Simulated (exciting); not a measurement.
Consider Ca2AsI, space group R-3m.

```cif
data_structure
_symmetry_space_group_name_H-M 'P 1'
_symmetry_Int_Tables_number 1
_cell_length_a 7.8517
_cell_length_b 7.8517
_cell_length_c 7.8517
_cell_angle_alpha 32.521
_cell_angle_beta 32.521
_cell_angle_gamma 32.521
_cell_volume 124.40
loop_
_atom_site_label
_atom_site_type_symbol
_atom_site_fract_x
_atom_site_fract_y
_atom_site_fract_z
_atom_site_occupancy
I1 I 0.00000 0.00000 0.00000 1
As2 As 0.50000 0.50000 0.50000 1
Ca3 Ca 0.76870 0.76870 0.76870 1
Ca4 Ca 0.23130 0.23130 0.23130 1
```

Absorber: atom 1, with 6 Ca at 3.41 Å (distorted octahedral, site symmetry -3m). Method: exciting, all-electron LAPW+lo, LDA, exchange and screened direct term (singlet BSE), 2×2×2 shifted k points, 52 conduction bands, |G+q| up to 3 bohr⁻¹ (2 in the exchange term), full RPA screening with nempty = 85, Lorentzian half width 1.54 eV.

**Question.** Predict the I L₃ near-edge structure at this level.

Bound core exciton? Undecided on this mesh: the first bright state (over 5 % of the brightest) lies at -0.47 eV from the Kohn–Sham onset and at -0.58 eV from the lowest bare transition of its own mesh. Maxima (height): 0.7 eV (0.70), 9.8 eV (1.00) and 16.2 eV (0.73).

Energy from the Kohn–Sham onset, core level to the lowest empty state found on the meshes used; Im ε in relative units:

| E (eV) | Im ε |
| --- | --- |
| -11.5 | 0.03 |
| -11.0 | 0.03 |
| -10.5 | 0.03 |
| -10.0 | 0.03 |
| -9.5 | 0.04 |
| -9.0 | 0.04 |
| -8.5 | 0.04 |
| -8.0 | 0.05 |
| -7.5 | 0.05 |
| -7.0 | 0.06 |
| -6.5 | 0.06 |
| -6.0 | 0.07 |
| -5.5 | 0.08 |
| -5.0 | 0.09 |
| -4.5 | 0.10 |
| -4.0 | 0.12 |
| -3.5 | 0.14 |
| -3.0 | 0.17 |
| -2.5 | 0.20 |
| -2.0 | 0.26 |
| -1.5 | 0.33 |
| -1.0 | 0.43 |
| -0.5 | 0.55 |
| 0.0 | 0.65 |
| 0.5 | 0.70 |
| 1.0 | 0.70 |
| 1.5 | 0.68 |
| 2.0 | 0.66 |
| 2.5 | 0.67 |
| 3.0 | 0.69 |
| 3.5 | 0.73 |
| 4.0 | 0.78 |
| 4.5 | 0.82 |
| 5.0 | 0.83 |
| 5.5 | 0.82 |
| 6.0 | 0.82 |
| 6.5 | 0.83 |
| 7.0 | 0.86 |
| 7.5 | 0.89 |
| 8.0 | 0.91 |
| 8.5 | 0.94 |
| 9.0 | 0.97 |
| 9.5 | 0.99 |
| 10.0 | 1.00 |
| 10.5 | 0.98 |
| 11.0 | 0.94 |
| 11.5 | 0.90 |
| 12.0 | 0.86 |
| 12.5 | 0.82 |
| 13.0 | 0.77 |
| 13.5 | 0.73 |
| 14.0 | 0.71 |
| 14.5 | 0.71 |
| 15.0 | 0.71 |
| 15.5 | 0.72 |
| 16.0 | 0.73 |
| 16.5 | 0.72 |
| 17.0 | 0.69 |
| 17.5 | 0.65 |
| 18.0 | 0.60 |
| 18.5 | 0.56 |
| 19.0 | 0.52 |
| 19.5 | 0.49 |

Binding energies aren't converged on 8 k points, and fine structure above the first lines is partly noise of the mesh. The kernel cutoff is low for a compact core orbital, so the effect of exchange is a lower bound. The zero comes from the unshifted 3×3×3 ground-state mesh; it is exact only where the band minimum lies on that mesh. The conduction states carry no spin here, so the exchange coupling to the spinor core hole is only partly held. This core level is treated alone, with no coupling to its spin–orbit partner. The structure is a published determination, not relaxed.

[Banner, clock and machine lines of the logs are left out without a mark of their own.]

[Logs are printed without paths, hosts, clocks, repeated set-up lines and the standing remarks that a program may print on its own settings, such as how far it seeks lower states.]

[Hosts, paths, dates, database ids (printed as entryN), source tags and the programs' standing remarks are cut or masked in the printed files.]
